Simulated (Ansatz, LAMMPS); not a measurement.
# Forces and charges in glassy 62P2O5-14Al2O3-24BaO (mol %) (160 atoms)

Aim: energy, forces, charges and density of states of glassy 62P2O5-14Al2O3-24BaO (mol %) (160 atoms) at a fixed geometry.

Main program and level: Ansatz 0.2.0; Kohn-Sham DFT, PBE, PAW (set soft_2), plane waves.

### 1. The structure

The cell holds 160 atoms: 36 P, 8 Al, 7 Ba and 109 O. Cell: a = 13.219 Å, b = 13.219 Å, c = 13.219 Å, α = 90.0°, β = 90.0°, γ = 90.0°. 160 atoms (36 P, 8 Al, 7 Ba, 109 O) placed at random at 2.92 g/cm³, melted at 4000 K for 10 ps at fixed volume with the Morse and Coulomb pair potential with partial charges (Pedone, Malavasi, Menziani, Cormack and Segre, J. Phys. Chem. B 110, 11780 (2006)). Quenched from 4000 K to 300 K at 10 K/ps and fixed volume, held 10 ps at zero pressure.

What the set-up can't give: The quench rate of 10 K/ps is orders of magnitude faster than experiment, which tends to freeze in extra defects. The starting topology of bonds comes from the classical model, and needn't be the one that DFT or experiment would give. Sampling is at Γ alone, for a cell whose shortest periodic width is 13 Å. No spin–orbit coupling is included, so levels derived from the heavy atoms are approximate.

### 2. The classical run that made the cell

A classical potential supplies the starting structure, since it reaches far longer times than DFT.

This step: classical MD, Morse and Coulomb pair potential with partial charges (Pedone, Malavasi, Menziani, Cormack and Segre, J. Phys. Chem. B 110, 11780 (2006)) (LAMMPS 22 Jul 2025 - Update 4).

in.lmp reads:

```
# melt-quench of P36Al8Ba7O109
units metal
atom_style charge
boundary p p p
region box block 0 13.1970 0 13.1970 0 13.1970
create_box 4 box
mass 1 30.9738   # P
mass 2 26.9815   # Al
mass 3 137.3270   # Ba
mass 4 15.9990   # O
create_atoms 1 random 36 314820 NULL overlap 1.5 maxtry 2000
create_atoms 2 random 8 314827 NULL overlap 1.5 maxtry 2000
create_atoms 3 random 7 314834 NULL overlap 1.5 maxtry 2000
create_atoms 4 random 109 314841 NULL overlap 1.5 maxtry 2000
pair_style hybrid/overlay pedone 5.5 coul/long 8.0
pair_coeff * * coul/long
pair_coeff 1 4 pedone 0.831326 2.585833 1.800790 1   # P-O
pair_coeff 2 4 pedone 0.361581 1.900442 2.164818 0.9   # Al-O
pair_coeff 3 4 pedone 0.065011 1.547596 3.393410 5   # Ba-O
pair_coeff 4 4 pedone 0.042395 1.379316 3.618701 22   # O-O
set type 1 charge 3
set type 2 charge 1.8
set type 3 charge 1.2
set type 4 charge -1.2
kspace_style pppm 1.0e-4
neigh_modify delay 0 every 1 check yes
thermo_style custom step time temp pe press density
thermo_modify norm yes
timestep 0.002
thermo 100
min_style cg
minimize 1e-4 1e-4 200 2000
reset_timestep 0
velocity all create 4000 314821 mom yes dist gaussian
# [... 11 lines left out ...]
fix md all nvt temp 4000 300 0.2
run 185000 post no
unfix md
thermo 1666
fix md all npt temp 300 300 0.2 iso 0 0 2
run 5000 post no
unfix md
write_dump all custom glass.dump id type xs ys zs modify sort id
```

Command:

```console
lmp -in in.lmp -log none -nocite
```

Numbers of over 12 decimals in the logs are rounded to 6 here.

The log of the run:

```text
LAMMPS (22 Jul 2025 - Update 4)
Created orthogonal box = (0 0 0) to (13.197 13.197 13.197)
Created 36 atoms
Created 8 atoms
Created 7 atoms
Created 109 atoms
PPPM initialization ...
  G vector (1/distance) = 0.38535206
  grid = 15 15 15
  estimated relative force accuracy = 6.3570345e-05
   Step          Time           Temp          PotEng         Press         Density
         0   0              0             -2.1274662      593839.36      2.9159772
       100   0.2            0             -20.078413     -4380.4839      2.9159772
       112   0.224          0             -20.114854     -9004.7274      2.9159772
Loop time of 0.23661 s on 1 MPI rank(s) for 112 steps with 160 atoms
Minimization stats:
  Stopping criterion = energy tolerance
  Energy initial, next-to-last, final =
     -2.12746618300488   -20.113331161055  -20.1148542843178
  Force two-norm initial, final = 457.53734 3.7991519
  Iterations, force evaluations = 112 149
[... 7 lines left out ...]
      1666   3.332          4121.3652     -19.63421       91048.069      2.9159772
      2499   4.998          4511.6504     -19.784013      83677.612      2.9159772
      3332   6.664          3608.0899     -19.686343      62319.636      2.9159772
      4165   8.33           4384.0468     -19.722362      29529.921      2.9159772
      4998   9.996          3958.6917     -19.693913      72737.574      2.9159772
[... 2 lines left out ...]
Loop time of 6.69271 s on 1 MPI rank(s) for 5000 steps with 160 atoms
   Step          Time           Temp          PotEng         Press         Density
[... 12 lines left out ...]
Loop time of 238.357 s on 1 MPI rank(s) for 185000 steps with 160 atoms
   Step          Time           Temp          PotEng         Press         Density
[... 1 line left out ...]
    191590   383.18         284.03806     -20.307082     -1657.2807      2.8835336
    193256   386.512        310.61509     -20.307567      22.90274       2.9234574
    194922   389.844        287.82788     -20.308647      1204.7074      2.9228918
    196000   392            291.24241     -20.310382      615.43666      2.9016952
Loop time of 9.00921 s on 1 MPI rank(s) for 5000 steps with 160 atoms
```

Run time: 4.3 min. Hardware: 1 thread of Arm Neoverse N1, shared host; peak memory 0.069 GiB.

### 3. Plane-wave single point

The electrons are solved once, with the atoms held.

input.yaml reads:

```yaml
crystal:
  lattice:
    - [13.21862, 0.0, 0.0]
    - [0.0, 13.21862, 0.0]
    - [0.0, 0.0, 13.21862]
  atoms:
    - { symbol: P, position: [0.4429, 0.73368, 0.05887] }
    - { symbol: P, position: [0.55234, 0.78818, 0.76946] }
    - { symbol: P, position: [0.00909, 0.39143, 0.30958] }
    - { symbol: P, position: [0.72086, 0.99885, 0.02323] }
    - { symbol: P, position: [0.95566, 0.94736, 0.57513] }
    - { symbol: P, position: [0.62955, 0.41193, 0.0641] }
    - { symbol: P, position: [0.18417, 0.86052, 0.78299] }
    - { symbol: P, position: [0.64967, 0.58225, 0.80487] }
    - { symbol: P, position: [0.39277, 0.5326, 0.16504] }
    - { symbol: P, position: [0.22848, 0.9821, 0.17902] }
    - { symbol: P, position: [0.08055, 0.49608, 0.66704] }
    - { symbol: P, position: [0.30802, 0.39265, 0.62619] }
    - { symbol: P, position: [0.6754, 0.77562, 0.08424] }
    - { symbol: P, position: [0.76198, 0.58127, 0.59282] }
    - { symbol: P, position: [0.51814, 0.32836, 0.87982] }
    - { symbol: P, position: [0.33855, 0.59236, 0.51023] }
    - { symbol: P, position: [0.88916, 0.78349, 0.81646] }
    - { symbol: P, position: [0.15516, 0.8082, 0.31402] }
    - { symbol: P, position: [0.42997, 0.93868, 0.28153] }
    - { symbol: P, position: [0.21965, 0.08797, 0.78618] }
    - { symbol: P, position: [0.87496, 0.55327, 0.21059] }
    - { symbol: P, position: [0.8314, 0.01127, 0.82086] }
    - { symbol: P, position: [0.36341, 0.26802, 0.35914] }
    - { symbol: P, position: [0.90445, 0.00989, 0.17166] }
    - { symbol: P, position: [0.31994, 0.44895, 0.856] }
    - { symbol: P, position: [0.00594, 0.16615, 0.81168] }
    - { symbol: P, position: [0.02382, 0.12321, 0.44619] }
    - { symbol: P, position: [0.34525, 0.97691, 0.50132] }
    - { symbol: P, position: [0.53215, 0.30358, 0.64593] }
    - { symbol: P, position: [0.0392, 0.52491, 0.89781] }
    - { symbol: P, position: [0.87466, 0.38284, 0.65146] }
    - { symbol: P, position: [0.51401, 0.07041, 0.63122] }
    [... 122 atom lines left out ...]
    - { symbol: O, position: [0.231, 0.41344, 0.92099] }
    - { symbol: O, position: [0.52472, 0.99902, 0.27826] }
    - { symbol: O, position: [0.77017, 0.54412, 0.2479] }
    - { symbol: O, position: [0.56737, 0.5031, 0.80021] }
    - { symbol: O, position: [0.02856, 0.28953, 0.26102] }
    - { symbol: O, position: [0.28081, 0.13174, 0.87072] }
kpoints:
  mp_grid: { grid: [1, 1, 1] }
hamiltonian:
  xc: pbe
scf:
  occupations: { method: fixed }
output:
  forces: true
  stress: true
  populations: true
  dos:
    method: { smearing: { sigma: 0.08 } }
    de: 0.1
    projected: { site_lists: { Al: [Al], Ba: [Ba], O: [O], P: [P] } }
  eigenvalues: true
  write_density: true
  write_potential: true
  volumetric_format: npy
```

Command:

```console
ansatz run input.yaml --threads 8 --pin off --max-ram 15872MiB --backend cpu --events-out ev --progress --plain --runs-dir out
```

The log of the run:

```text
Engine: ansatz 0.2.0, aarch64-unknown-linux-gnu
Pseudopotentials: kind: paw
Pseudopotential: P, paw, valence charge 5, recommended cutoff 420 eV (normal), P.paw.azcp
Pseudopotential: Al, paw, valence charge 3, recommended cutoff 420 eV (normal), Al.paw.azcp
Pseudopotential: Ba, paw, valence charge 10, recommended cutoff 420 eV (normal), Ba.paw.azcp
Pseudopotential: O, paw, valence charge 6, recommended cutoff 420 eV (normal), O.paw.azcp
[... 5 lines on functional and potentials left out ...]
Crystal: 160 atoms, lattice volume = 2309.715 Å³
Basis set: ecut = 420 eV, 45025 PW (Γ), exchange–correlation on 180×180×180 points (8 copies of the dense FFT grid, shifted against one another)
Bands: 624, of which v1, the nominal top of the filled ones, is band 464 counted from 1 (463 counted from 0)
Symmetry: 1 space group operations
Space group: P1 (ITA 1), of the structure as read, at distance tolerance 1.3e-4 Å
k-points: 1
[... 9 lines on functional and potentials left out ...]
Initial density: superposition of atomic densities (neutral atoms: chi_scale 0, normalization atom), corrected by the library's trained network
Initial wavefunctions: pseudopotential atomic-orbital guess
Functional: x = pbe(κ = 0.804, μ = 0.219515), c = pbe(β = 0.066725)
SCF iter   1: F=—  HF=-135080.542806 eV  |F-HF|=—  |Δ(HF+E_count)|=         —  Δρ=4.12e-3  dr2=6.95e-1  ethr=1.77e-3  ⟨swp⟩=7.0  Hψ=2509  notcnv=0  defer=158
preconditioner: auto → Resta (q_TF=auto, 2.344 Å⁻¹)  ε∞=3.1  [insulator: Δε(μ)=2.725 eV  Ē_g=15.961 eV  n_scr=484 (ndim 8)  ℏωp=23.4 eV  f_vac=0.168  ε∞_Penn≈3.1]
SCF iter   2: F=—  HF=-135080.405511 eV  |F-HF|=—  |Δ(HF+E_count)|=   1.37e-1  Δρ=2.19e-3  dr2=1.65e-1  ethr=7.49e-5  ⟨swp⟩=3.0  Hψ=1113  notcnv=0  defer=158
SCF iter   3: F=—  HF=-135080.376021 eV  |F-HF|=—  |Δ(HF+E_count)|=   2.95e-2  Δρ=9.88e-4  dr2=5.08e-2  ethr=1.77e-5  ⟨swp⟩=4.0  Hψ=843  notcnv=0  defer=158
SCF iter   4: F=—  HF=-135080.362225 eV  |F-HF|=—  |Δ(HF+E_count)|=   1.38e-2  Δρ=4.45e-4  dr2=5.35e-3  ethr=5.47e-6  ⟨swp⟩=4.0  Hψ=884  notcnv=0  defer=158
SCF iter   5: F=—  HF=-135080.361567 eV  |F-HF|=—  |Δ(HF+E_count)|=   6.58e-4  Δρ=2.38e-4  dr2=1.21e-3  ethr=5.77e-7  ⟨swp⟩=3.0  Hψ=1133  notcnv=0  defer=158
SCF iter   6: F=—  HF=-135080.361525 eV  |F-HF|=—  |Δ(HF+E_count)|=   4.20e-5  Δρ=6.95e-5  dr2=1.04e-4  ethr=1.30e-7  ⟨swp⟩=3.0  Hψ=890  notcnv=0  defer=158
SCF iter   7: F=—  HF=-135080.361584 eV  |F-HF|=—  |Δ(HF+E_count)|=   5.89e-5  Δρ=3.84e-5  dr2=3.10e-5  ethr=1.12e-8  ⟨swp⟩=3.0  Hψ=933  notcnv=0  defer=158
SCF iter   8: F=—  HF=-135080.362016 eV  |F-HF|=—  |Δ(HF+E_count)|=   4.32e-4  Δρ=1.29e-5  dr2=3.74e-6  ethr=3.34e-9  ⟨swp⟩=3.0  Hψ=947  notcnv=0  defer=157
SCF iter   9: F=—  HF=-135080.362018 eV  |F-HF|=—  |Δ(HF+E_count)|=   1.61e-6  Δρ=5.01e-6  dr2=5.64e-7  ethr=4.03e-10  ⟨swp⟩=3.0  Hψ=1022  notcnv=0  defer=157
SCF iter  10: F=—  HF=-135080.362018 eV  |F-HF|=—  |Δ(HF+E_count)|=   2.70e-7  Δρ=2.64e-6  dr2=1.46e-7  ethr=1.08e-11  ⟨swp⟩=38.0  Hψ=9730  notcnv=0
SCF iter  11: F=-135080.362018 eV  HF=-135080.362018 eV  |F-HF|=1.06e-8  |Δ(HF+E_count)|=   3.29e-8  Δρ=7.38e-7  dr2=1.20e-8  ethr=1.08e-11  ⟨swp⟩=12.0  Hψ=4352  notcnv=0
SCF 1 converged in 11 iterations: F = -135080.362018 eV  dr2 = 1.20e-8
  greatest PAW one-centre occupation: 0.954 electrons in one spin orbital (limit 2), on the Ba atom at site 47 (counted from 0), in its partial waves of l = 0
SCF converged after 11 iterations
Free energy (F): -135080.362018 eV
Harris-Foulkes:  -135080.362018 eV  (|F-HF|=1.06e-8)
Internal energy: -135080.362018 eV  (E = F + TS)
E sigma→0 (E₀):  -135080.362018 eV
Fermi energy:    5.043425 eV
--- Per-component energies (eV) ---
  E_band       = -4707.628363
  E_kinetic    = 23625.155886
  E_local      = -65586.634883  (includes V_loc(G=0)·N_el)
  E_nonlocal   = 6810.401419
  E_hartree    = 24365.660506
  E_xc         = -11837.458808
  E_vxc        = -13743.357807  (∫ρ·V_xc dr)
  E_paw        = -78127.227826  (= ΣΔE_a)
  E_vpaw       = -4544.793413  (= ΣTr[D̂ρ^β])
  E_aug_tail   = 0.276495  (compensation charges beyond the density's cutoff)
  E_ewald      = -34330.534807
  E_smearing   = -0.000000  (= −TS)
  E_closure    = -0.000000  (closes the sum)
  Σ components = -135080.362018   (vs F -135080.362018, Δ=0.00e0)
--- Forces (eV/Å), atoms counted from 1 ---
  atom   1  P     -1.00990912     1.77565400     0.06538390
  atom   2  P      0.06630900     2.11266745    -1.12112975
  atom   3  P      0.29449564     0.67511590     2.37082775
  atom   4  P     -1.65669152    -0.52100234     4.48655854
  atom   5  P      0.49697873    -0.66709982     4.50834999
  atom   6  P     -1.87262696    -0.03282794     3.21214126
  atom   7  P     -3.59515103    -1.54725809    -1.97081357
  atom   8  P     -2.39999419    -1.14817809    -1.27479785
  atom   9  P      0.39812231    -1.94462612    -0.62015789
  atom  10  P     -3.53789490    -0.84335889    -2.27818849
  atom  11  P     -1.02866520     0.79201466     0.57551793
  atom  12  P      0.95502625     0.02402933     1.31167712
  atom  13  P      1.57630653    -0.15639399     0.03649052
  atom  14  P      0.78515042     1.26042798     2.36210999
[...]
atom 159  O      0.42291775    -1.87156276    -1.50614883
  atom 160  O      0.39424446    -0.12791595     0.48909153
  max |Σ_I F_I| component: 1.22e-4 eV/Å
--- Stress (GPa, compression-positive) ---
        3.612079      -0.439425       0.360300
       -0.439427       2.846053       0.438075
        0.360302       0.438074       2.075198
  P = ⅓ Tr σ = 2.8444 GPa (28.444 kbar)
--- Band table (eV) ---
  k-point 0: bands = ["-23.7607", "-23.1384", "-22.9452", "-22.8303", [... 608 levels ...], "12.6608", "12.6780", "12.6844", "12.7009", "12.7188", "12.7398", "12.7422", "12.7722", "12.7871", "12.8006", "12.8077", "12.8366"]
--- Löwdin populations: 160 sites ---
  site symbol       q [e]
     0      P      2.7709
     1      P      2.8086
     2      P      2.7866
[...]
159      O      6.9068
  spilling = 0.017050 (of n_electrons = 928.000000)
```

The job ended after 1.9 min (8 threads of Arm Neoverse N1, shared host; peak memory 3.7 GiB).

In the SCF lines HF is the Harris–Foulkes energy and dr2 the Hartree energy of the density residual, in eV; the loop may stop once dr2 is under the threshold and the program's other checks hold. Hψ counts applications of the Hamiltonian.

Read from the output:

```yaml
free_energy: -135080.3620 eV
free_energy_per_atom: -844.2523 eV/atom
scf_cycles: 11
pressure: 2.844 GPa
r_m_s_force_component: 1.404 eV/Å
longest_force: 5.824 eV/Å
fermi_energy: 5.043 eV
spacing_of_highest_filled_and_lowest_empty_level: 1.935 eV
spilling_of_the_projection: 0.01705
```

Neighbours are counted within 2.11 Å (O-P), 2.49 Å (O-Al), 3.48 Å (O-Ba).

Length of the force by element and coordination:

| element | coordination | atoms | mean length of the force (eV/Å) | spread | least | most |
| --- | --- | --- | --- | --- | --- | --- |
| Al | all | 8 | 2.51 | 0.997 | 1.52 | 4.40 |
| Al | 4 | 4 | 2.98 | 1.19 | 1.52 | 4.40 |
| Al | 5 | 4 | 2.05 | 0.375 | 1.56 | 2.54 |
| Ba | all | 7 | 1.20 | 0.358 | 0.653 | 1.80 |
| Ba | 5 | 1 | 1.80 | 0 | 1.80 | 1.80 |
| Ba | 6 | 3 | 1.16 | 0.260 | 0.827 | 1.46 |
| Ba | 7 | 2 | 0.887 | 0.233 | 0.653 | 1.12 |
| Ba | 8 | 1 | 1.35 | 0 | 1.35 | 1.35 |
| O | all | 109 | 1.87 | 0.886 | 0.203 | 3.97 |
| O | 1 | 9 | 1.04 | 0.533 | 0.436 | 2.14 |
| O | 2 | 83 | 1.94 | 0.868 | 0.203 | 3.97 |
| O | 3 | 17 | 1.97 | 0.902 | 0.409 | 3.69 |
| P | all | 36 | 3.10 | 1.34 | 0.661 | 5.82 |
| P | 4 | 35 | 3.14 | 1.34 | 0.661 | 5.82 |
| P | 5 | 1 | 1.62 | 0 | 1.62 | 1.62 |

Löwdin charges by element and coordination (they lack the spilled electrons, 0.099 e an atom on average):

| element | coordination | atoms | mean charge (e) | spread | least | most |
| --- | --- | --- | --- | --- | --- | --- |
| Al | all | 8 | 1.38 | 0.0342 | 1.34 | 1.43 |
| Al | 4 | 4 | 1.41 | 0.0117 | 1.40 | 1.43 |
| Al | 5 | 4 | 1.35 | 0.0047 | 1.34 | 1.36 |
| Ba | all | 7 | 1.81 | 0.0111 | 1.80 | 1.84 |
| Ba | 5 | 1 | 1.84 | 0 | 1.84 | 1.84 |
| Ba | 6 | 3 | 1.81 | 0.0065 | 1.80 | 1.82 |
| Ba | 7 | 2 | 1.80 | 0.0019 | 1.80 | 1.81 |
| Ba | 8 | 1 | 1.81 | 0 | 1.81 | 1.81 |
| O | all | 109 | -0.812 | 0.0762 | -0.993 | -0.694 |
| O | 1 | 9 | -0.855 | 0.0503 | -0.914 | -0.768 |
| O | 2 | 83 | -0.789 | 0.0637 | -0.966 | -0.694 |
| O | 3 | 17 | -0.899 | 0.0705 | -0.993 | -0.734 |
| P | all | 36 | 2.24 | 0.0332 | 2.18 | 2.33 |
| P | 4 | 35 | 2.24 | 0.0337 | 2.18 | 2.33 |
| P | 5 | 1 | 2.23 | 0 | 2.23 | 2.23 |

Density of states as counts of states in windows of 1 eV (from the Fermi level), total and the larger projections:

| from (eV) | to (eV) | total | O p | P p | O s | Ba p |
| --- | --- | --- | --- | --- | --- | --- |
| -18 | -17 | 4.4 | 0.2 | 0.8 | 3.3 | 0.0 |
| -17 | -16 | 0.4 | 0.0 | 0.1 | 0.3 | 0.0 |
| -16 | -15 | 8.0 | 4.6 | 1.0 | 1.1 | 0.0 |
| -15 | -14 | 14.8 | 6.0 | 1.4 | 1.2 | 4.7 |
| -14 | -13 | 29.7 | 8.5 | 2.1 | 1.4 | 16.1 |
| -13 | -12 | 38.0 | 14.0 | 4.1 | 1.4 | 16.9 |
| -12 | -11 | 19.5 | 11.7 | 3.7 | 0.6 | 2.5 |
| -11 | -10 | 15.9 | 11.2 | 2.2 | 0.7 | 0.0 |
| -10 | -9 | 19.0 | 13.3 | 2.0 | 1.4 | 0.0 |
| -9 | -8 | 36.3 | 26.2 | 3.9 | 3.1 | 0.1 |
| -8 | -7 | 57.5 | 45.2 | 4.8 | 4.3 | 0.2 |
| -7 | -6 | 72.5 | 60.5 | 4.5 | 4.2 | 0.2 |
| -6 | -5 | 86.3 | 74.9 | 4.1 | 3.6 | 0.3 |
| -5 | -4 | 88.0 | 79.2 | 3.0 | 2.3 | 0.2 |
| -4 | -3 | 89.2 | 82.5 | 2.5 | 1.3 | 0.1 |
| -3 | -2 | 70.4 | 66.4 | 1.5 | 0.5 | 0.1 |
| -2 | -1 | 41.7 | 39.6 | 0.8 | 0.3 | 0.0 |
| -1 | 0 | 8.9 | 8.5 | 0.2 | 0.0 | 0.0 |
| 0 | 1 | 0.4 | 0.4 | 0.0 | 0.0 | 0.0 |
| 1 | 2 | 2.0 | 0.1 | 0.0 | 0.2 | 0.0 |
| 2 | 3 | 16.8 | 1.2 | 1.1 | 1.6 | 0.0 |
| 3 | 4 | 25.1 | 2.1 | 3.0 | 2.7 | 0.0 |
| 4 | 5 | 49.6 | 3.8 | 8.5 | 4.2 | 0.0 |

The curve was stored every 0.10 eV, coarse against its broadening of 0.08 eV, so these counts are rough.

With fixed occupations the program's Fermi level is the highest filled level; weight inside the gap is the broadening of levels at its edges.

Between -26 and -18 eV lie 213 more states.

The levels nearest the highest filled one (over half full), pooled over k-points and spins:

| level less the highest filled one (eV) | occupation |
| --- | --- |
| -1.07 | 2 |
| -0.936 | 2 |
| -0.644 | 2 |
| -0.264 | 2 |
| -0.181 | 2 |
| 0 | 2 |
| 1.93 | 0 |
| 2.26 | 0 |
| 2.39 | 0 |
| 2.66 | 0 |
| 2.68 | 0 |
| 2.71 | 0 |

Electrostatic potential energy in the ac plane at fractional y = 0.181, with atoms of P and Al and Ba and O within 0.2 Å of it. With pseudopotentials it is smooth inside the atoms' cores, unlike the true potential.

Ten even steps from '0' (-34 eV) to '9' (11 eV), each cell a mean:
```
9999999998888889999999999999424899999
8889999999999999975799999999999999998
5678999998689999987899999999999999886
0147899998789999999999999999999999741
0027888888999999999999999999999998720
1368888888999999999999999999999999862
5899999999999999999999999999999999973
8999999988999999998668999999999999997
9999999888899999982004899999999999999
9999987555689999983015999999899999999
9986565565478999999889999996237888999
7730025555579999999999999995113467788
4431157666645899999999999998641241015
4367899998200499999999999999876650015
7788999999622689999998888899988888778
9889999999998889999887667889999999999
9887889999999899998752012578999999999
7555578999998679998620000378999999999
6466458999999889998730001479999999998
7544468899999999998875445789868999998
8776788988888899999988888999989999999
9998999888777788999999999999999999999
9999999887666788999999999999867999999
9999999888777788999999999998201799999
```
Columns run along a (13.2 Å; values clipped at the 3rd and 97th percentile), rows up along c (13.2 Å). Atoms in or near the plane, at fractional coordinates: P at (0.01, 0.81), Al at (0.23, 0.54), Ba at (0.61, 0.25), O at (0.10, 0.50), O at (0.53, 0.62), O at (0.31, 0.42), O at (0.92, 0.45).

Valence density in the ac plane at fractional y = 0.181, with atoms of P and Al and Ba and O within 0.2 Å of it. It is the smooth field of the valence electrons, not physical close to the nuclei.

Ten steps, logarithmic in the rise over the least value, from '0' (0.0 e/Å³) to '9' (6.3 e/Å³), each cell a mean:
```
2210000001111101234321000025787521001
4431000013332111466641000012343210123
5542111135653211356531000000010001234
5544322235653100122210000000000012344
3455432223321000000000000000000012344
6543322222210000000000000000000001356
7531111234321000001111000000000001467
5320001355421000124654200000000001345
2100001344321000248997410000110000112
0112222222210000147996310123432100000
1356753211111000023443100146775321111
3579985212333210000110000146886545543
4578874224677521000000000124555568986
4444432125899742110000000012333469986
3333210014688642111100000011222235553
2343210001344332111123443211110001111
2333210000123443111246666421000000001
2222111000135664211366556531111100001
2211122111134553211356666533444210011
3211122211112221100134554323565421122
2222211111111100000001111112444311122
1112211112333210000000000012233211111
0112210012343210000000000013565421000
0111100012333210011100000125898631000
```
Columns run along a (13.2 Å), rows up along c (13.2 Å). Atoms in or near the plane, at fractional coordinates: P at (0.01, 0.81), Al at (0.23, 0.54), Ba at (0.61, 0.25), O at (0.10, 0.50), O at (0.53, 0.62), O at (0.31, 0.42), O at (0.92, 0.45).

Mean Löwdin charges: Al +1.38, Ba +1.81, O -0.81, P +2.24 e (they miss 1.7 % of the electrons, so they add up to more than the cell's charge).

(Part 1 of 2 ends here.)

[Logs are printed without paths, hosts, clocks, repeated set-up lines and the standing remarks that a program may print on its own settings, such as how far it seeks lower states.]

[Hosts, paths, dates, database ids (printed as entryN), source tags and the programs' standing remarks are cut or masked in the printed files.]
